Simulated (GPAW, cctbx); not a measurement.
## By hand: from a DFT structure factor to an extinction distance in TlZn3B

TlZn3B, Pm-3m (no. 221), a = 4.4024 Å, b = 4.4024 Å, c = 4.4024 Å, α = 90.00°, β = 90.00°, γ = 90.00°.

| atom | mult. | x | y | z |
| --- | --- | --- | --- | --- |
| Tl1 | 1 | 1/2 | 1/2 | 1/2 |
| Zn1 | 3 | 0 | 0 | 1/2 |
| B1 | 1 | 0 | 0 | 0 |

The start was made by putting kin elements into a known structure type; the compound need not exist, or be stable, in this form.

A DFT run (GPAW, PBE, 550 eV, 5×5×5 k-points, Fermi–Dirac width 0.1 eV) gives the static X-ray structure factor of 010 as 44.211 e for the conventional cell; superposed free atoms give 44.421 e. **Problem.** Find the Fourier component V of the crystal potential and the two-beam extinction distance at 200 kV in both cases, then the holographic phase shift per nanometre.

### 1. Geometry

The cell volume is Ω = 85.32 Å³ and d(010) = 4.4024 Å, so g = 1/d = 0.2271 Å⁻¹.

### 2. The nuclei

Electrons feel nuclei as well as electrons, so the nuclear charges are summed with the same phases.

Phase sums Σ exp(2πi h·x), turned so that the total is real and positive: Tl +1.000, Zn -1.000, B -1.000. Then F_Z = 81 × (+1.000) + 30 × (-1.000) + 5 × (-1.000) = 46.00 e. The electron term has the same sign for this reflection.

### 3. Mott–Bethe

Poisson's equation, term by term, gives V = (e/4πε₀)(F_Z − F)/(πΩg²), with e/4πε₀ = 14.3996 V Å.

The prefactor is 14.3996 × 4.4024²/(π × 85.32) = 1.04115 V per electron. Free atoms: (46.00 − 44.421) × 1.04115 = 1.644 V. Crystal: (46.00 − 44.211) × 1.04115 = 1.863 V. F changes by -0.47 % and V by +13.3 %: the same 0.21 e is measured against F_Z − F = 1.6 e in place of F = 44.4 e.

### 4. Extinction distance

In the two-beam case ξ = 1/(λU) with U = 2γm₀eV/h², that is ξ = 150.41 V Å²/(γλV).

At 200 kV, λ = 0.02508 Å and γ = 1.3914. Free atoms: ξ = 2622 Å. Crystal: ξ = 2314 Å. The thickness fringes go as sin²(πt/ξ), so the two patterns slip by a quarter of a period when t|1/ξ₁ − 1/ξ₀| = 1/4, at t ≈ 493 nm. Thermal motion, absorption and many-beam coupling, left out here, change a real pattern.

### 5. Phase shift

A slab run (normal [001], unrelaxed) gives a mean inner potential of 17.74 V; free atoms give 18.47 V. The phase shift is φ = C_E V₀ t, with C_E = (2π/λE)(E + m₀c²)/(E + 2m₀c²).

C_E = 7.288 × 10⁻³ rad/(V nm). The shift is 0.1293 rad/nm in the crystal and 0.1346 rad/nm for free atoms. A sample 50 nm thick gives φ = 6.46 rad; read with the free-atom value it would seem 48.0 nm thick.

### 6. Answer

V(010) is 1.86 V against 1.64 V, and ξ is 2314 against 2622 Å. The phase shift is 0.129 rad/nm, and free atoms would misjudge a thickness by -4 %. Limits: static atoms, two beams.
